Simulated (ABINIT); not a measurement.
## A GW chain in ABINIT: PbF2 (Fluorocronite)

How does a plane-wave GW calculation on PbF2 (Fluorocronite) run from the first input to the gap?

Method: LDA and many-body steps on it, plane waves, in ABINIT 10.8.3.

This is a report of a sequence of runs, with most program output left out.

The database entry behind the starting cell differs from later determinations by our own check (0.1 to 0.3 % short, probably kX units), so it need not match the best structure at ambient conditions.

## (1) Starting point

Symmetry: Fm-3m, No. 225, cubic system. The conventional cell has a = 5.927 Å, b = 5.927 Å, c = 5.927 Å, α = 90.00°, β = 90.00°, γ = 90.00°. Pb has 8 F at 2.57 Å nearest. Nearest to F lie 4 Pb at 2.57 Å. Farther neighbours and most contacts between anions are not listed.

The cell and positions come from the Crystallography Open Database and are kept as given unless a step says otherwise. This is not the form that PbF2 usually takes at ambient conditions. Spin-orbit coupling is left out unless a step names it.

## (2) Ground state

This step: ABINIT 10.8.3; DFT, LDA, plane waves, norm-conserving pseudopotentials.

The ground-state density comes first.

run.abi

```
acell 3*1.0 Angstrom
rprim 
  -0.000000000000 2.963660000000 2.963660000000
  2.963660000000 0.000000000000 2.963660000000
  2.963660000000 2.963660000000 -0.000000000000
ntypat 2
znucl 82 9
natom 3
typat 1 2 2
xred 
  0.000000000000 0.000000000000 0.000000000000
  0.250000000000 0.250000000000 0.250000000000
  0.750000000000 0.750000000000 0.750000000000
pp_dirpath "pseudos"
pseudos "Pb.upf, F.upf"
ecut 36
ngkpt 6 6 6
nshiftk 1
shiftk 0 0 0
kptopt 1
chksymbreak 0
nband 23
occopt 1
tolvrs 1e-10
nstep 60
prtwf 0
optforces 0
optstress 0
indata_prefix "in"
outdata_prefix "out"
tmpdata_prefix "tmp"
```

On the command line:

```bash
OMP_NUM_THREADS=1 mpirun -n 4 abinit run.abi > log
```

Wall time 18 s (4 MPI ranks of Arm Neoverse V1, shared host); peak memory 0.36 GiB.

This step gave:

```yaml
total_energy: -7046.3897 eV
gap: 4.297 eV
k_of_the_valence_top: -0.3333, 0.3333, 0.1667
k_of_the_conduction_bottom: 0.5, 0.5, 0
least_direct_gap: 4.434 eV
```

The gap is indirect, with the least direct gap 0.14 eV higher.

## (3) Bands along the symmetry lines

The cheap functional maps the bands first; the places of the edges decide which points the dearer methods must see.

run.abi

```
acell 3*1.0 Angstrom
rprim 
  -0.000000000000 2.963660000000 2.963660000000
  2.963660000000 0.000000000000 2.963660000000
  2.963660000000 2.963660000000 -0.000000000000
ntypat 2
znucl 82 9
natom 3
typat 1 2 2
xred 
  0.000000000000 0.000000000000 0.000000000000
  0.250000000000 0.250000000000 0.250000000000
  0.750000000000 0.750000000000 0.750000000000
pp_dirpath "pseudos"
pseudos "Pb.upf, F.upf"
ecut 36
iscf -2
irdden 1
kptopt 0
nkpt 50
kpt 
  0.00000000 0.00000000 0.00000000
  0.06250000 0.00000000 0.06250000
  0.12500000 0.00000000 0.12500000
  0.18750000 0.00000000 0.18750000
  0.25000000 0.00000000 0.25000000
  0.31250000 0.00000000 0.31250000
  0.37500000 0.00000000 0.37500000
  0.43750000 0.00000000 0.43750000
  0.50000000 0.00000000 0.50000000
  0.51562500 0.03125000 0.51562500
  0.53125000 0.06250000 0.53125000
  0.54687500 0.09375000 0.54687500
  0.56250000 0.12500000 0.56250000
  0.57812500 0.15625000 0.57812500
  0.59375000 0.18750000 0.59375000
  0.60937500 0.21875000 0.60937500
  0.62500000 0.25000000 0.62500000
  0.37500000 0.37500000 0.75000000
  0.32812500 0.32812500 0.65625000
  0.28125000 0.28125000 0.56250000
  0.23437500 0.23437500 0.46875000
  0.18750000 0.18750000 0.37500000
  0.14062500 0.14062500 0.28125000
  0.09375000 0.09375000 0.18750000
  0.04687500 0.04687500 0.09375000
  0.00000000 0.00000000 0.00000000
  0.06250000 0.06250000 0.06250000
  0.12500000 0.12500000 0.12500000
  0.18750000 0.18750000 0.18750000
  0.25000000 0.25000000 0.25000000
  0.31250000 0.31250000 0.31250000
  0.37500000 0.37500000 0.37500000
  0.43750000 0.43750000 0.43750000
  0.50000000 0.50000000 0.50000000
  0.50000000 0.46875000 0.53125000
  0.50000000 0.43750000 0.56250000
  0.50000000 0.40625000 0.59375000
  0.50000000 0.37500000 0.62500000
  0.50000000 0.34375000 0.65625000
  0.50000000 0.31250000 0.68750000
  0.50000000 0.28125000 0.71875000
  0.50000000 0.25000000 0.75000000
  0.50000000 0.21875000 0.71875000
  0.50000000 0.18750000 0.68750000
  0.50000000 0.15625000 0.65625000
  0.50000000 0.12500000 0.62500000
  0.50000000 0.09375000 0.59375000
  0.50000000 0.06250000 0.56250000
  0.50000000 0.03125000 0.53125000
  0.50000000 0.00000000 0.50000000
istwfk *1
nband 25
nbdbuf 2
tolwfr 1e-08
nstep 40
prtwf 0
prtvol 0
indata_prefix "in"
outdata_prefix "out"
tmpdata_prefix "tmp"
```

Elapsed: 22 s, on 4 MPI ranks; peak memory 0.37 GiB.

This step gave:

```
gap                        : 4.278 eV
k of the valence top       : 0.5, 0.25, 0.75
k of the conduction bottom : 0.5, 0, 0.5
least direct gap           : 4.434 eV
```

The gap is 4.278 eV, −0.019 eV from the run before at this level.

Electronic bands along the path, in eV, zero at the top of the highest filled band:

```csv
point,band 15,band 16,band 17,band 18,band 19,band 20,band 21,band 22
Γ,-2.46,-1.96,-1.96,-1.96,6.62,6.62,6.62,10.30
halfway,-2.02,-1.70,-1.70,-0.97,4.89,7.25,7.25,10.92
X,-1.53,-1.53,-1.53,-0.16,4.28,7.77,7.77,8.61
halfway,-1.69,-1.57,-1.53,-0.11,4.54,7.31,7.77,8.94
U,-2.06,-1.68,-1.54,-0.03,5.19,6.52,7.76,9.52
jump to K,-2.06,-1.68,-1.54,-0.03,5.19,6.52,7.76,9.52
halfway,-2.46,-2.20,-1.70,-0.62,5.25,6.94,7.23,12.20
Γ,-2.46,-1.96,-1.96,-1.96,6.62,6.62,6.62,10.30
halfway,-2.57,-2.05,-2.05,-0.83,5.34,7.07,7.07,12.55
L,-2.68,-2.13,-2.13,-0.02,4.87,7.54,7.54,12.86
halfway,-2.69,-1.77,-1.76,-0.03,5.30,6.63,7.60,10.63
W,-2.68,-1.59,-1.46,0.00,5.93,5.93,7.31,9.88
halfway,-1.91,-1.57,-1.48,-0.08,4.78,7.17,7.48,9.25
X,-1.53,-1.53,-1.53,-0.16,4.28,7.77,7.77,8.61
```

## (4) Empty states on the mesh, 4×4×4 mesh, 89 bands

The sums over transitions need many empty states on a uniform mesh; this step solves for them.

run.abi

```
acell 3*1.0 Angstrom
rprim 
  -0.000000000000 2.963660000000 2.963660000000
  2.963660000000 0.000000000000 2.963660000000
  2.963660000000 2.963660000000 -0.000000000000
ntypat 2
znucl 82 9
natom 3
typat 1 2 2
xred 
  0.000000000000 0.000000000000 0.000000000000
  0.250000000000 0.250000000000 0.250000000000
  0.750000000000 0.750000000000 0.750000000000
pp_dirpath "pseudos"
pseudos "Pb.upf, F.upf"
ecut 36
ngkpt 4 4 4
nshiftk 1
shiftk 0 0 0
kptopt 1
chksymbreak 0
iscf -2
irdden 1
istwfk *1
nband 89
nbdbuf 8
tolwfr 1e-09
nstep 60
prtvol 0
indata_prefix "in"
outdata_prefix "out"
tmpdata_prefix "tmp"
```

Run time: 20 s. Hardware: 4 MPI ranks; peak memory 0.35 GiB; 80 s of CPU time.

This step gave:

```yaml
gap: 4.278 eV
k_of_the_valence_top: -0.25, 0.5, 0.25
k_of_the_conduction_bottom: 0.5, 0.5, 0
least_direct_gap: 4.434 eV
k_points_computed: 8
lowest_point_of_the_top_converged_band_above_the_valence_top: 57.7306 eV
```

On this mesh the gap is 4.278 eV.

## (5) Screening, 4×4×4 mesh, 81 bands, screening to 130.6 eV

The RPA dielectric matrix is built and inverted for each q.

This step: RPA screening on LDA, plane waves, norm-conserving pseudopotentials.

Edit run.abi of step 4 so:

```diff
@@ -21,10 +21,11 @@
 chksymbreak 0
-iscf -2
-irdden 1
 istwfk *1
-nband 89
-nbdbuf 8
-tolwfr 1e-09
-nstep 60
-prtvol 0
+occopt 1
+irdwfk 1
+optdriver 3
+nband 81
+ecuteps 4.8
+inclvkb 2
+awtr 1
+symchi 1
 indata_prefix "in"
```

The job ended after 28 s (4 MPI ranks; peak memory 0.91 GiB).

Numbers from this step:

```
ε∞ with local fields, on this mesh, along the program's q direction : 3.281
the same without local fields                                       : 3.837
plasma frequency                                                    : 30.88 eV
plane waves in the screening matrix                                 : 169
```

Local fields lower ε∞ by 14 %. On a Γ-centred mesh this coarse the value itself is usually too large, while a short band sum pulls it down.

## (6) Self-energy, 4×4×4 mesh, 81 bands, screening to 130.6 eV

The self-energy is evaluated for the states that the input lists, and the levels follow from it, in one-shot runs by the linearised quasiparticle equation.

This step: G0W0 on LDA, plane waves, norm-conserving pseudopotentials.

Edit run.abi of step 5 so:

```diff
@@ -24,8 +24,19 @@
 irdwfk 1
-optdriver 3
+optdriver 4
 nband 81
+gwcalctyp 0
+ecutsigx 36
+symsigma 1
+nkptgw 3
+kptgw 
+  -0.2500000000 0.5000000000 0.2500000000
+  0.5000000000 0.5000000000 0.0000000000
+  0.0000000000 0.0000000000 0.0000000000
+bdgw 
+  17 20
+  16 21
+  16 21
 ecuteps 4.8
-inclvkb 2
-awtr 1
-symchi 1
+irdscr 1
+ppmodel 1
 indata_prefix "in"
```

Elapsed: 10 s, on 4 MPI ranks; peak memory 0.92 GiB.

This step gave:

```yaml
g0w0_gap_on_the_points_computed: 6.497 eV
starting_gap_on_the_mesh: 4.278 eV
k_of_the_valence_top: -0.25, 0.5, 0.25
k_of_the_conduction_bottom: 0.5, 0.5, 0
z_at_the_valence_top: 0.802
z_at_the_conduction_bottom: 0.862
least_direct_g0w0_gap_on_the_computed_points: 6.678 eV
```

The gap on the mesh goes from 4.28 eV to 6.50 eV, a correction of +2.22 eV.

Limits: finite bands, cutoff and mesh; no spin-orbit coupling; coarse k mesh. v1 is the top filled band, c1 the lowest empty one. The levels before and after the correction (eV, zero at the valence-band top of each column):

```csv
,conduction bottom,valence top
Kohn-Sham,4.28,0.00
G0W0,6.50,0.00
```

```csv
,level,energy (eV)
Kohn-Sham,(-0.25 0.5 0.25) v2,-1.463
Kohn-Sham,(-0.25 0.5 0.25) v1,0.000
Kohn-Sham,(-0.25 0.5 0.25) c1-c2,5.933
Kohn-Sham,(0.5 0.5 0) v3-v2,-1.525
Kohn-Sham,(0.5 0.5 0) v1,-0.156
Kohn-Sham,(0.5 0.5 0) c1,4.278
Kohn-Sham,(0.5 0.5 0) c2-c3,7.772
G0W0,(-0.25 0.5 0.25) v2,-1.745
G0W0,(-0.25 0.5 0.25) v1,0.000
G0W0,(-0.25 0.5 0.25) c1-c2,8.354
G0W0,(0.5 0.5 0) v3-v2,-1.811
G0W0,(0.5 0.5 0) v1,-0.181
G0W0,(0.5 0.5 0) c1,6.497
G0W0,(0.5 0.5 0) c2-c3,10.501
```

## (7) Where the time went

Times are wall times on 4 MPI ranks of Arm Neoverse V1, shared host, good to a factor of about two.

```csv
step,time,share,memory (GiB)
ground state,18 s,18 %,0.36
bands along the symmetry lines,22 s,23 %,0.37
empty states on the mesh,20 s,20 %,0.35
screening,28 s,28 %,0.91
self-energy,10 s,10 %,0.92
```

## (8) Summary of results

```
LDA gap              : 4.28 eV, indirect
G0W0 gap on the mesh : 6.50 eV
GW settings          : 4×4×4 mesh, 81 bands, screening to 130.6 eV, Godby-Needs plasmon pole
known limits         : not at the basis limit; no spin-orbit coupling; coarse k mesh
```

G0W0 moves the gap on the mesh from 4.28 eV to 6.50 eV (+2.22 eV), with Z of 0.80 and 0.86 at the edges. Local fields lower the RPA ε∞ on this mesh from 3.84 to 3.28; a Γ-centred mesh this coarse tends to raise both, most where the direct gap is narrow, while a short band sum lowers them. Only 3 of the mesh's irreducible points were corrected, so a valley elsewhere could overtake. Bands and cutoff are finite, so the gap is not at the basis limit. The miss can reach some tenths of an eV and take either sign; the mesh is an error of its own. In the G0W0 run levels were corrected at 3 k points alone, so a gap called «on the mesh» is the least over those, and an edge elsewhere would be missed. The 4×4×4 mesh is coarse for this cell, which bears on the long-range parts of exchange and screening. Where an edge is built on 6p states of lead, bismuth or thallium, scalar-relativistic gaps usually stand too wide, by a few tenths to over one eV. The many-body steps are scalar-relativistic: spin-orbit coupling is not in them.

[Paths, hosts, dates, memory and timing lines, banners, echoed tables and standing remarks are left out of the program output.]

[Logs are printed without paths, hosts, clocks, repeated set-up lines and the standing remarks that a program may print on its own settings, such as how far it seeks lower states.]

[Runs of the session that timed out or met a known fault of the program may be left out.]

[Hosts, paths, dates, database ids (printed as entryN), source tags and the programs' standing remarks are cut or masked in the printed files.]

[G0W0 gaps are taken among the corrected bands and points alone; a level outside them can change the order at an edge.]

[Where Ansatz stands beside ABINIT at settings called matched, ABINIT's density can come from a denser mesh and the files from another edition; pairs whose starting gaps differed by over 0.03 eV were left out, so agreement reads better than it is.]
